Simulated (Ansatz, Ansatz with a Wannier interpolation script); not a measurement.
Rows from a G0W0 calculation on RbCaH3 (Pm-3m) (Ansatz 0.2.0; G0W0 on LDA, plane waves, PAW; 4×4×4 mesh, 353 empty bands, screening to 140 eV), in eV. Spin-orbit coupling is left out.

```csv
row,Σx,Σc,Vxc,Z
A,-6.17,-5.25,-13.25,0.76
B,-14.66,2.12,-11.04,0.76
C,-4.32,-3.71,-9.16,0.81
D,-14.42,2.04,-11.05,0.75
E,-14.92,2.70,-10.81,0.73
F,-13.69,2.18,-10.10,0.75
```

Q: Which rows are filled states and which are empty ones, and how can one tell?

Filled: B, D, E and F. Empty: A and C. The sign of Σc tells: for a filled state bare exchange, which holds its interaction with itself, lies below Vxc (Σx − Vxc is -3.4 eV or lower here) and screening gives part back as a positive Σc. For an empty state Σx lies above Vxc (+4.8 eV or more) and the Coulomb hole leaves Σc negative.

[Paths, hosts, dates, memory and timing lines, banners, echoed tables and standing remarks are left out of the program output.]

[Logs are printed without paths, hosts, clocks, repeated set-up lines and the standing remarks that a program may print on its own settings, such as how far it seeks lower states.]

[Runs of the session that timed out or met a known fault of the program may be left out.]

[Hosts, paths, dates, database ids (printed as entryN), source tags and the programs' standing remarks are cut or masked in the printed files.]
